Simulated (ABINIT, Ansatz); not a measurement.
# A GW chain in ABINIT: Sr2H3I (P-3m1), part 3 of 3

Aim: the G0W0 gap of Sr2H3I (P-3m1) on LDA, step by step.

ABINIT 10.8.3; LDA and many-body steps on it, plane waves. Known limits of the many-body steps: not at the basis limit; no spin-orbit coupling; coarse k mesh.

So far. Step 3 (Bands along the symmetry lines): The gap is 1.753 eV, as in the run before at this level. Step 4 (Empty states on the mesh, 3×3×2 mesh, 597 bands): On this mesh the gap is 1.866 eV. The earlier step found 1.753 eV, so this mesh misses an edge.

### Step 5. Screening, 3×3×2 mesh, 543 bands, screening to 272.1 eV

The RPA dielectric matrix is built and inverted for each q.

This step: RPA screening on LDA, plane waves, norm-conserving pseudopotentials.

File run.abi:

```
acell 3*1.0 Angstrom
rprim 
  4.242728767114 -0.000000000028 0.000000000000
  -2.121364383533 3.674310893702 0.000000000000
  0.000000000000 0.000000000000 7.682747430000
ntypat 3
znucl 38 1 53
natom 6
typat 1 1 2 2 2 3
xred 
  0.666666666667 0.333333333333 0.678655290000
  0.333333333333 0.666666666667 0.321344710000
  0.000000000000 0.000000000000 0.500000000000
  0.666666666667 0.333333333333 0.357251500000
  0.333333333333 0.666666666667 0.642748500000
  0.000000000000 0.000000000000 0.000000000000
pp_dirpath "pseudos"
pseudos "Sr.upf, H.upf, I.upf"
ecut 31
ngkpt 3 3 2
nshiftk 1
shiftk 0 0 0
kptopt 1
chksymbreak 0
istwfk *1
occopt 1
irdwfk 1
optdriver 3
nband 543
ecuteps 10
inclvkb 2
awtr 1
symchi 1
indata_prefix "in"
outdata_prefix "out"
tmpdata_prefix "tmp"
```

On the command line:

```
> OMP_NUM_THREADS=1 mpirun -n 4 abinit run.abi > log
```

Numbers of over 12 decimals in the logs are rounded to 6 here.

Log:

```text
.Version 10.8.3 of ABINIT. v10.8.2 released Aug 2026.

 Symmetries : space group P-3 m 1 (#164); Bravais hP (primitive hexag.)
[... echo of the input left out ...]
== DATASET  1 ==================================================================
-   mpi_nproc: 4, omp_nthreads: 1 (-1 if OMP is not activated)

--- !DatasetInfo
iteration_state: {dtset: 1, }
dimensions: {natom: 6, nkpt: 6, mband: 543, nsppol: 1, nspinor: 1, nspden: 1, mpw: 6684, }
cutoff_energies: {ecut:  31.0, pawecutdg:  -1.0, }
electrons: {nelect:   3.00000000E+01, charge:   0.00000000E+00, occopt:   1.00000000E+00, tsmear:   1.00000000E-02, }

 SCREENING: Calculation of the susceptibility and dielectric matrices

 Based on a program developped by R.W. Godby, V. Olevano, G. Onida, and L. Reining.
 Incorporated in ABINIT by V. Olevano, G.-M. Rignanese, and M. Torrent.
.Using double precision arithmetic ; gwpc =  8

[... cell and pseudopotentials left out ...]
--------------------------------------------------------------------------------

 ==== K-mesh for the wavefunctions ====
 Number of points in the irreducible wedge :     6
[... list of points left out ...]
 Together with 12 symmetry operations and time-reversal symmetry
 yields    18 points in the full Brillouin Zone.

 ==== Q-mesh for the screening function ====
 Number of points in the irreducible wedge :     6
[... list of points left out ...]
 Together with 12 symmetry operations and time-reversal symmetry
 yields    18 points in the full Brillouin Zone.

 setmesh: FFT mesh size selected  =    27x   27x   60
          total number of points  =        43740

 vcoul_init : cutoff-mode = AUXILIARY_FUNCTION
 q-points for optical limit:   1
     1)      0.000010    0.000020    0.000030

- screening: taking advantage of time-reversal symmetry
- Maximum band index for partially occupied states nbvw = 15
- Remaining bands to be divided among processors   nbcw = 528
- Number of bands treated by each node ~132

 Number of electrons calculated from density =   30.0000; Expected =   30.0000
 average of density, n =  0.037118
 r_s =    1.8597
 omega_plasma =   18.5844 [eV]

 calculating chi0 at frequencies [eV] :
  1    0.000000E+00    0.000000E+00
  2    0.000000E+00    1.858442E+01

--------------------------------------------------------------------------------
  q-point number  1        q = ( 0.000000, 0.000000, 0.000000) [r.l.u.]
--------------------------------------------------------------------------------
[... chi0 elements left out ...]
 For q-point:  0.000010 0.000020 0.000030
  dielectric constant =   5.5176
  dielectric constant without local fields =   6.2419

  Average fulfillment of the sum rule on Im[epsilon] for q-point    1 :     97.46  [%]
[... wings left out ...]
  q-point number  2        q = ( 0.333333, 0.000000, 0.000000) [r.l.u.]
--------------------------------------------------------------------------------
[... chi0 elements left out ...]
  Average fulfillment of the sum rule on Im[epsilon] for q-point    2 :     98.46  [%]

 [... 4 further q-points ...]
```

Elapsed: 9.6 min, on 4 MPI ranks of Arm Neoverse V1, shared host; peak memory 3.3 GiB; 38 min of CPU time.

This step gave:

```
ε∞ with local fields, on this mesh, along the program's q direction : 5.518
the same without local fields                                       : 6.242
plasma frequency                                                    : 18.58 eV
plane waves in the screening matrix                                 : 1221
```

Local fields lower ε∞ by 12 %. On a Γ-centred mesh this coarse the value itself is usually too large, while a short band sum pulls it down.

### Step 6. Self-energy, 3×3×2 mesh, 543 bands, screening to 272.1 eV

The self-energy is evaluated for the states that the input lists, and the levels follow from it, in one-shot runs by the linearised quasiparticle equation.

This step: G0W0 on LDA, plane waves, norm-conserving pseudopotentials.

run.abi: that of step 5 with these lines changed.

```diff
@@ -27,8 +27,19 @@
 irdwfk 1
-optdriver 3
+optdriver 4
 nband 543
+gwcalctyp 0
+ecutsigx 31
+symsigma 1
+nkptgw 3
+kptgw 
+  0.0000000000 0.0000000000 0.5000000000
+  0.3333333333 0.3333333333 0.0000000000
+  0.0000000000 0.0000000000 0.0000000000
+bdgw 
+  13 18
+  14 17
+  13 18
 ecuteps 10
-inclvkb 2
-awtr 1
-symchi 1
+irdscr 1
+ppmodel 1
 indata_prefix "in"
```

Log:

```text
.Version 10.8.3 of ABINIT. v10.8.2 released Aug 2026.

 Symmetries : space group P-3 m 1 (#164); Bravais hP (primitive hexag.)
[... echo of the input left out ...]
== DATASET  1 ==================================================================
-   mpi_nproc: 4, omp_nthreads: 1 (-1 if OMP is not activated)

--- !DatasetInfo
iteration_state: {dtset: 1, }
dimensions: {natom: 6, nkpt: 6, mband: 543, nsppol: 1, nspinor: 1, nspden: 1, mpw: 6684, }
cutoff_energies: {ecut:  31.0, pawecutdg:  -1.0, }
electrons: {nelect:   3.00000000E+01, charge:   0.00000000E+00, occopt:   1.00000000E+00, tsmear:   1.00000000E-02, }

 SIGMA: Calculation of the GW corrections

 Based on a program developped by R.W. Godby, V. Olevano, G. Onida, and L. Reining.
 Incorporated in ABINIT by V. Olevano, G.-M. Rignanese, and M. Torrent.
.Using double precision arithmetic ; gwpc =  8

[... cell and pseudopotentials left out ...]
--------------------------------------------------------------------------------

 ==== K-mesh for the wavefunctions ====
 Number of points in the irreducible wedge :     6
[... list of points left out ...]
 Together with 12 symmetry operations and time-reversal symmetry
 yields    18 points in the full Brillouin Zone.

 ==== Q-mesh for screening function ====
 Number of points in the irreducible wedge :     6
[... list of points left out ...]
 Together with 12 symmetry operations and time-reversal symmetry
 yields    18 points in the full Brillouin Zone.

 vcoul_init : cutoff-mode = AUXILIARY_FUNCTION
 q-points for optical limit:   1
     1)      0.000010    0.000020    0.000030
 setmesh: FFT mesh size selected  =    36x   36x   75
          total number of points  =        97200

 Number of electrons calculated from density =   30.0000; Expected =   30.0000
 average of density, n =  0.037118
 r_s =    1.8597
 omega_plasma =   18.5844 [eV]

 === KS Band Gaps ===
  >>>> For spin  1
   Minimum direct gap =   2.3194 [eV], located at k-point      :   0.0000  0.0000  0.5000
   Fundamental gap    =   1.8666 [eV], Top of valence bands at :   0.0000  0.0000  0.5000
                                       Bottom of conduction at :   0.3333  0.3333  0.0000
 SIGMA fundamental parameters:
 PLASMON POLE MODEL  1
 number of plane-waves for SigmaX                 6655
 number of plane-waves for SigmaC and W           1221
 number of plane-waves for wavefunctions          6655
 number of bands                                   543
 number of independent spin polarizations            1
 number of spinorial components                      1
 number of k-points in IBZ                           6
 number of q-points in IBZ                           6
 number of symmetry operations                      12
 number of k-points in BZ                           18
 number of q-points in BZ                           18
 number of frequencies for dSigma/dE                 9
 frequency step for dSigma/dE [eV]                0.25
 number of omega for Sigma on real axis              0
 max omega for Sigma on real axis  [eV]           0.00
 zcut for avoiding poles [eV]                     0.10

 EPSILON^-1 parameters (SCR file):
 dimension of the eps^-1 matrix on file           1221
 dimension of the eps^-1 matrix used              1221
 number of plane-waves for wavefunctions          6655
 number of bands                                   543
 number of q-points in IBZ                           6
 number of frequencies                               2
 number of real frequencies                          1
 number of imag frequencies                          1

 matrix elements of self-energy operator (all in [eV])

 Perturbative Calculation

--- !SelfEnergy_ee
iteration_state: {dtset: 1, }
kpoint     : [   0.000,    0.000,    0.500, ]
spin       : 1
KS_gap     :    2.319
QP_gap     :    4.044
Delta_QP_KS:    1.725
data: !SigmaeeData |
     Band     E0 <VxcDFT>   SigX SigC(E0)      Z dSigC/dE  Sig(E)    E-E0       E
       13   2.488 -11.332 -14.038   1.360   0.798  -0.254 -12.406  -1.074   1.415
       14   2.488 -11.332 -14.038   1.360   0.798  -0.254 -12.406  -1.074   1.415
       15   4.994 -10.962 -13.383   1.090   0.781  -0.281 -12.001  -1.039   3.955
       16   7.314  -8.552  -3.978  -3.744   0.825  -0.211  -7.867   0.685   7.999
       17   7.435  -9.944  -4.921  -3.909   0.815  -0.227  -9.036   0.908   8.343
       18   7.435  -9.944  -4.921  -3.909   0.815  -0.227  -9.036   0.908   8.343

--- !SelfEnergy_ee
iteration_state: {dtset: 1, }
kpoint     : [   0.333,    0.333,    0.000, ]
spin       : 1
KS_gap     :    4.518
QP_gap     :    6.426
Delta_QP_KS:    1.907
data: !SigmaeeData |
     Band     E0 <VxcDFT>   SigX SigC(E0)      Z dSigC/dE  Sig(E)    E-E0       E
       14   2.342 -11.098 -14.353   1.817   0.778  -0.286 -12.216  -1.118   1.224
       15   2.342 -11.098 -14.353   1.817   0.778  -0.286 -12.216  -1.118   1.224
       16   6.861  -9.238  -4.493  -3.780   0.818  -0.222  -8.449   0.789   7.650
       17   6.861  -9.238  -4.493  -3.780   0.818  -0.222  -8.449   0.789   7.650

--- !SelfEnergy_ee
iteration_state: {dtset: 1, }
kpoint     : [   0.000,    0.000,    0.000, ]
spin       : 1
KS_gap     :    2.689
QP_gap     :    4.421
Delta_QP_KS:    1.732
data: !SigmaeeData |
     Band     E0 <VxcDFT>   SigX SigC(E0)      Z dSigC/dE  Sig(E)    E-E0       E
       13   2.504 -11.350 -14.075   1.369   0.798  -0.254 -12.431  -1.081   1.422
       14   2.504 -11.350 -14.075   1.369   0.798  -0.254 -12.431  -1.081   1.422
       15   4.879 -10.752 -13.087   1.053   0.781  -0.280 -11.754  -1.002   3.877
       16   7.567  -9.019  -4.311  -3.818   0.820  -0.219  -8.289   0.730   8.297
       17   7.653 -10.364  -5.050  -4.084   0.812  -0.232  -9.366   0.997   8.651
       18   7.653 -10.364  -5.050  -4.084   0.812  -0.232  -9.366   0.997   8.651

== END DATASET(S) ==============================================================
================================================================================

 -outvars: echo values of variables after computation  --------
           etotal      0.0000000000E+00
            nband         543
             nkpt           6
          spgroup         164
 [... the other variables as echoed above ...]

 Calculation completed.
```

The job ended after 16 min (4 MPI ranks; peak memory 5.2 GiB).

This step gave:

```yaml
g0w0_gap_on_the_points_computed: 3.695 eV
starting_gap_on_the_mesh: 1.866 eV
k_of_the_valence_top: 0, 0, 0.5
k_of_the_conduction_bottom: 0.3333, 0.3333, 0
z_at_the_valence_top: 0.781
z_at_the_conduction_bottom: 0.818
least_direct_g0w0_gap_on_the_computed_points: 4.044 eV
```

The gap on the mesh goes from 1.87 eV to 3.70 eV, a correction of +1.83 eV. The start differs from the 1.75 eV found before because the two sample other k points.

Limits: finite bands, cutoff and mesh; no spin-orbit coupling; coarse k mesh. v1 is the top filled band, c1 the lowest empty one. The levels before and after the correction (eV, zero at the valence-band top of each column):

```csv
,conduction bottom,valence top
Kohn-Sham,1.87,0.00
G0W0,3.69,0.00
```

```csv
,level,energy (eV)
Kohn-Sham,(0 0 0.5) v3-v2,-2.506
Kohn-Sham,(0 0 0.5) v1,0.000
Kohn-Sham,(0 0 0.5) c1,2.320
Kohn-Sham,(0 0 0.5) c2-c3,2.441
Kohn-Sham,(0.333 0.333 0) v2-v1,-2.652
Kohn-Sham,(0.333 0.333 0) c1-c2,1.866
G0W0,(0 0 0.5) v3-v2,-2.540
G0W0,(0 0 0.5) v1,0.000
G0W0,(0 0 0.5) c1,4.044
G0W0,(0 0 0.5) c2-c3,4.388
G0W0,(0.333 0.333 0) v2-v1,-2.731
G0W0,(0.333 0.333 0) c1-c2,3.695
```

### Step 7. Where the time went

Times are wall times on 4 MPI ranks of Arm Neoverse V1, shared host, good to a factor of about two.

```csv
step,time,share,memory (GiB)
ground state,43 s,2 %,0.43
bands along the symmetry lines,70 s,3 %,0.46
empty states on the mesh,12 min,30 %,0.79
screening,9.6 min,24 %,3.3
self-energy,16 min,40 %,5.2
```

### Step 8. Summary of results

```
LDA gap                              : 1.75 eV, indirect
G0W0 gap on the mesh                 : 3.70 eV
G0W0 gap over the zone (rigid shift) : 3.58 eV
GW settings                          : 3×3×2 mesh, 543 bands, screening to 272.1 eV, Godby-Needs plasmon pole
known limits                         : not at the basis limit; no spin-orbit coupling; coarse k mesh
```

**Reading.** G0W0 moves the gap on the mesh from 1.87 eV to 3.70 eV (+1.83 eV), with Z of 0.78 and 0.82 at the edges. The mesh misses the band edges by 0.11 eV in all; a rigid shift gives 3.58 eV for the zone. Local fields lower the RPA ε∞ on this mesh from 6.24 to 5.52; a Γ-centred mesh this coarse tends to raise both, most where the direct gap is narrow, while a short band sum lowers them. Only 3 of the mesh's irreducible points were corrected, so a valley elsewhere could overtake. Bands and cutoff are finite, so the gap is not at the basis limit. The miss can reach some tenths of an eV and take either sign; the mesh is an error of its own. In the G0W0 run levels were corrected at 3 k points alone, so a gap called «on the mesh» is the least over those, and an edge elsewhere would be missed. A denser mesh or path gives a starting gap of 1.75 eV: the GW mesh misses a band edge, so its gaps are not the fundamental one. The 3×3×2 mesh is coarse for this cell, which bears on the long-range parts of exchange and screening. The many-body steps are scalar-relativistic: spin-orbit coupling is not in them.

[Paths, hosts, dates, memory and timing lines, banners, echoed tables and standing remarks are left out of the program output.]

[Logs are printed without paths, hosts, clocks, repeated set-up lines and the standing remarks that a program may print on its own settings, such as how far it seeks lower states.]

[Runs of the session that timed out or met a known fault of the program may be left out.]

[Hosts, paths, dates, database ids (printed as entryN), source tags and the programs' standing remarks are cut or masked in the printed files.]

[G0W0 gaps are taken among the corrected bands and points alone; a level outside them can change the order at an edge.]

[Where Ansatz stands beside ABINIT at settings called matched, ABINIT's density can come from a denser mesh and the files from another edition; pairs whose starting gaps differed by over 0.03 eV were left out, so agreement reads better than it is.]
